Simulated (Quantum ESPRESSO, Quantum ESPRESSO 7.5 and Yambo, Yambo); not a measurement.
# SrTiO3 (Tausonite): Bethe-Salpeter spectra with Yambo

Wanted: excitons and ε₂ of SrTiO3 (Tausonite), with cost.

Main program and level: Quantum ESPRESSO 7.5 and Yambo 5.3.0; PBE and many-body steps on it, plane waves.

## Step 1: Set-up

The structure is cubic, space group Pm-3m (No. 221). Conventional cell: a = 3.905 Å, b = 3.905 Å, c = 3.905 Å, α = 90.00°, β = 90.00°, γ = 90.00°. Sr has 12 O at 2.76 Å nearest. Ti has 6 O at 1.95 Å nearest. Nearest to O lie 2 Ti at 1.95 Å and 4 Sr at 2.76 Å. Farther neighbours and most contacts between anions are not listed.

The cell and positions come from the Crystallography Open Database and are kept as given unless a step says otherwise.

## Step 2: Empty states on the mesh, 4×4×4 mesh, 67 bands

This step: Quantum ESPRESSO 7.5; DFT, PBE, plane waves, norm-conserving pseudopotentials.

The sums over transitions need many empty states on a uniform mesh; this step solves for them.

pw.in

```
&control
  calculation = 'nscf'
  prefix = 'x'
  outdir = 'o'
  pseudo_dir = 'pseudo'
/
&system
  ibrav = 0
  nat = 5
  ntyp = 3
  ecutwfc = 76.0
  nbnd = 67
  force_symmorphic = .true.
/
&electrons
  conv_thr = 1e-9
  electron_maxstep = 80
  diago_full_acc = .true.
  diago_thr_init = 5e-6
/
ATOMIC_SPECIES
  Sr 87.62 Sr.upf
  Ti 47.867 Ti.upf
  O 15.999 O.upf
CELL_PARAMETERS angstrom
  3.9052800000 0.0000000000 0.0000000000
  0.0000000000 3.9052800000 0.0000000000
  0.0000000000 0.0000000000 3.9052800000
ATOMIC_POSITIONS crystal
  Sr 0.5000000000 0.5000000000 0.5000000000
  Ti 0.0000000000 0.0000000000 0.0000000000
  O 0.5000000000 0.0000000000 0.0000000000
  O 0.0000000000 0.5000000000 0.0000000000
  O 0.0000000000 0.0000000000 0.5000000000
K_POINTS automatic
  4 4 4 0 0 0
```

Run with:

```console
$ OMP_NUM_THREADS=1 mpirun -n 8 pw.x -nk 4 -in pw.in > pw.out
```

The program printed:

```text
Program PWSCF v.7.5 starts

     This program is part of the open-source Quantum ESPRESSO suite
     for quantum simulation of materials; please cite
         "P. Giannozzi et al., J. Phys.:Condens. Matter 21 395502 (2009);
         "P. Giannozzi et al., J. Phys.:Condens. Matter 29 465901 (2017);
         "P. Giannozzi et al., J. Chem. Phys. 152 154105 (2020);
     in publications or presentations arising from this work. More details at

     Atomic positions and unit cell read from directory:
     o/x.save/

     Message from routine setup:
[...]
49.3499  49.5909  49.7696

          k = 0.0000 0.0000-0.5000 (  4484 PWs)   bands (ev):

[...]
37.7092  38.4477  42.4565  43.5042  43.7767  43.7767  44.6006  44.8174
    45.0273  45.7350  46.3178  46.3178  47.9504  47.9504  48.8065  49.2405
    49.3406  49.9430  51.8258

          k = 0.0000 0.2500 0.2500 (  4514 PWs)   bands (ev):

     [... further k-points ...]

     highest occupied, lowest unoccupied level (ev):    10.0469   11.9545

     XML data file, pseudopotentials, collected wavefunctions

=------------------------------------------------------------------------------=
   JOB DONE.
=------------------------------------------------------------------------------=
```

The job ended after 7.3 s (8 MPI ranks of AMD EPYC 7R43, shared host; peak memory 0.54 GiB).

Numbers from this step:

```
gap                                                           : 1.908 eV
k of the valence top                                          : -0.5, -0.5, -0.5
k of the conduction bottom                                    : 0, 0, 0
least direct gap                                              : 2.263 eV
k points computed                                             : 10
lowest point of the top converged band, above the valence top : 39.47 eV
```

On this mesh the gap is 1.908 eV.

The density comes from a self-consistent run that is not shown.

## Step 3: Conversion and set-up

This step: Yambo 5.3.0; conversion and set-up on PBE, plane waves, norm-conserving pseudopotentials.

The states are converted to the many-body program's format and the q mesh is built.

Run with:

```console
$ (cd o/x.save; p2y > p2y.log; mv SAVE ../..); yambo > setup.log
```

The program printed:

```text
 Yambo, version 5.3.0

 [02] CORE Variables Setup
 =========================

  [02.01] Unit cells
  ==================

  Cell kind             :  CUB
  Atoms in the cell     :  Sr  Ti  O
  number of Sr atoms    :  1
  number of Ti atoms    :  1
  number of O  atoms    :  3

  List of atomic masses
  Mass of Sr    :  87.62000
  Mass of Ti    :  47.86700
  Mass of O     :  15.99900

  List of atomic coordinates    : [cc]
  Sr1       :  3.689955  3.689955  3.689955  order 1
  Ti1       :  0.000000  0.000000  0.000000  order 2
  O1       :  3.689955  0.000000  0.000000  order 3
[...]
IBZ Q-points                                      :  10
 BZ  Q-points                                      :   64

 K/Q-points units:
 rlu = crystal or reduced units; cc = cartesian coordinates; iku = interal k-units

 Q [ 1]         [rlu]:  0.000000  0.000000  0.000000
 Q [ 2]         [rlu]:  0.000000  0.000000  0.250000
 Q [ 3]         [rlu]:  0.000000  0.000000 -0.500000
[...]
Q [ 8]         [rlu]:  0.250000  0.250000 -0.500000
 Q [ 9]         [rlu]:  0.250000 -0.500000 -0.500000
 Q [10]         [rlu]: -0.500000 -0.500000 -0.500000

  [03.01] X indexes
  =================

   [03.01.01] Sigma indexes
   ========================

 [06] Game Over & Game summary
```

The job ended after 5.8 s (1 MPI rank; peak memory 0.25 GiB).

## Step 4: Screening and self-energy, 4×4×4 mesh, 67 bands, screening to 95.2 eV

Now the one-shot GW correction: screening in the RPA, then the self-energy of the levels asked for.

This step: G0W0 on PBE, plane waves, norm-conserving pseudopotentials.

gw1.in

```
HF_and_locXC
gw0
dyson
ppa
em1d
rim_cut
RandQpts= 1000000
RandGvec= 1 RL
EXXRLvcs= 76 Ry
VXCRLvcs= 304 Ry
Chimod= "HARTREE"
% BndsRnXp
 1 | 67 |
%
NGsBlkXp= 7 Ry
% LongDrXp
 1 | 1 | 1 |
%
% GbndRnge
 1 | 67 |
%
DysSolver= "n"
ExtendOut
PPAPntXp= 27.21138 eV
% QPkrange
 10 | 10 | 19 | 22 |
 1 | 1 | 19 | 22 |
%
```

Run with:

```console
$ OMP_NUM_THREADS=1 mpirun -n 8 yambo -F gw1.in -J gw1 -C gw1 > gw1.log
```

The program printed:

```text
 Yambo, version 5.3.0

 [02] CORE Variables Setup
 =========================

  [... cell, symmetries and grids as in the set-up ...]

  [02.05] Energies & Occupations
  ==============================

  [X] === General ===
  [X] Electronic Temperature                        :  0.000000  0.000000 [eV K]
  [X] Bosonic    Temperature                        :  0.000000  0.000000 [eV K]
  [X] Finite Temperature mode                       : no
  [X] El. density                                   :  0.67159E+24 [cm-3]
[...]
QP @ state[ 1 ] b range                          :  19  22
   QP @ state[ 2 ] K range                          :  10  10
   QP @ state[ 2 ] b range                          :  19  22
   GF energies kind                                 : Perdew, Burke & Ernzerhof(X)+Perdew, Burke & Ernzerhof(C)
   GF WF`s kind                                     : Perdew, Burke & Ernzerhof(X)+Perdew, Burke & Ernzerhof(C)
   Xs energies kind                                 : Perdew, Burke & Ernzerhof(X)+Perdew, Burke & Ernzerhof(C)
   Xs WF`s kind                                     : Perdew, Burke & Ernzerhof(X)+Perdew, Burke & Ernzerhof(C)

 [11] Game Over & Game summary
```

Wall time 56 s (8 MPI ranks); peak memory 3.4 GiB.

This step gave:

```yaml
g0w0_gap_on_the_points_computed: 3.537 eV
starting_gap_on_the_mesh: 1.908 eV
k_of_the_valence_top: -0.5, -0.5, -0.5
k_of_the_conduction_bottom: 0, 0, 0
least_direct_g0w0_gap_on_the_computed_points: 3.889 eV
```

The gap on the mesh goes from 1.91 eV to 3.54 eV, a correction of +1.63 eV.

The gap opens by 1.629 eV; the next steps shift the empty bands rigidly by 1.626 eV. The exciton steps add spin-orbit coupling, which this shift does not hold.

## Step 5: Empty states on the mesh, 4×4×4 mesh, 66 bands

This step: Quantum ESPRESSO 7.5; DFT, PBE with spin-orbit coupling, plane waves, norm-conserving pseudopotentials.

Changes to pw.in since step 2:

```diff
@@ -11,4 +11,6 @@
   ecutwfc = 76.0
-  nbnd = 67
+  nbnd = 66
   force_symmorphic = .true.
+  noncolin = .true.
+  lspinorb = .true.
 /
```

Run with:

```console
$ OMP_NUM_THREADS=1 mpirun -n 8 pw.x -nk 4 -in pw.in > pw.out
```

The program printed:

```text
[banner, memory and clock lines left out]
Program PWSCF v.7.5 starts

     Atomic positions and unit cell read from directory:
     o/x.save/

     Message from routine setup:
     using ibrav=0 with symmetry is DISCOURAGED, use correct ibrav instead

     bravais-lattice index     =            0
     lattice parameter (alat)  =       7.3799  a.u.
     unit-cell volume          =     401.9325 (a.u.)^3
     number of atoms/cell      =            5
     number of atomic types    =            3
     number of electrons       =        40.00
[...]
26.7896  26.7896

          k = 0.0000 0.0000 0.2500 (  4504 PWs)   bands (ev):

[...]
26.5499  26.5500

          k = 0.0000 0.0000-0.5000 (  4484 PWs)   bands (ev):

[...]
16.6440  16.6440  17.3925  17.3925  17.5172  17.5172  18.1289  18.1289
    19.4986  19.4986  19.5281  19.5281  20.4075  20.4075  21.7985  21.7985
    24.9641  24.9641

          k = 0.0000 0.2500 0.2500 (  4514 PWs)   bands (ev):

     [... further k-points ...]

     highest occupied, lowest unoccupied level (ev):    10.0557   11.9475

     XML data file, pseudopotentials, collected wavefunctions
```

It took 11 s on 8 MPI ranks; peak memory 0.7 GiB.

This step gave:

| Item | Value |
| --- | --- |
| gap | 1.892 eV |
| k of the valence top | -0.5, -0.5, -0.5 |
| k of the conduction bottom | 0, 0, 0 |
| least direct gap | 2.231 eV |
| k points computed | 10 |
| lowest point of the top converged band, above the valence top | 12.12 eV |

On this mesh the gap is 1.892 eV.

The density comes from a self-consistent run that is not shown, made with spin-orbit coupling and fully relativistic files.

## Step 6: Conversion and set-up

This step: Yambo 5.3.0; conversion and set-up on PBE with spin-orbit coupling, plane waves, norm-conserving pseudopotentials.

Run with:

```console
$ (cd o/x.save; p2y > p2y.log; mv SAVE ../..); yambo > setup.log
```

The program printed:

```text
 Yambo, version 5.3.0

 [02] CORE Variables Setup
 =========================

  [02.01] Unit cells
  ==================

  Cell kind             :  CUB
  Atoms in the cell     :  Sr  Ti  O
  number of Sr atoms    :  1
  number of Ti atoms    :  1
  number of O  atoms    :  3

  List of atomic masses
  Mass of Sr    :  87.62000
  Mass of Ti    :  47.86700
  Mass of O     :  15.99900

  List of atomic coordinates    : [cc]
  Sr1       :  3.689955  3.689955  3.689955  order 1
  Ti1       :  0.000000  0.000000  0.000000  order 2
  O1       :  3.689955  0.000000  0.000000  order 3
[...]
IBZ Q-points                                      :  10
 BZ  Q-points                                      :   64

 K/Q-points units:
 rlu = crystal or reduced units; cc = cartesian coordinates; iku = interal k-units

 Q [ 1]         [rlu]:  0.000000  0.000000  0.000000
 Q [ 2]         [rlu]:  0.000000  0.000000  0.250000
 Q [ 3]         [rlu]:  0.000000  0.000000 -0.500000
[...]
Q [ 8]         [rlu]:  0.250000  0.250000 -0.500000
 Q [ 9]         [rlu]:  0.250000 -0.500000 -0.500000
 Q [10]         [rlu]: -0.500000 -0.500000 -0.500000

  [03.01] X indexes
  =================

   [03.01.01] Sigma indexes
   ========================

 [06] Game Over & Game summary
```

The job ended after 6.8 s (1 MPI rank; peak memory 0.25 GiB).

(Part 1 of 3 ends here.)

[Paths, hosts, dates, memory and timing lines, banners, echoed tables and standing remarks are left out of the program output.]

[Logs are printed without paths, hosts, clocks, repeated set-up lines and the standing remarks that a program may print on its own settings, such as how far it seeks lower states.]

[Runs of the session that timed out or met a known fault of the program may be left out.]

[Hosts, paths, dates, database ids (printed as entryN), source tags and the programs' standing remarks are cut or masked in the printed files.]
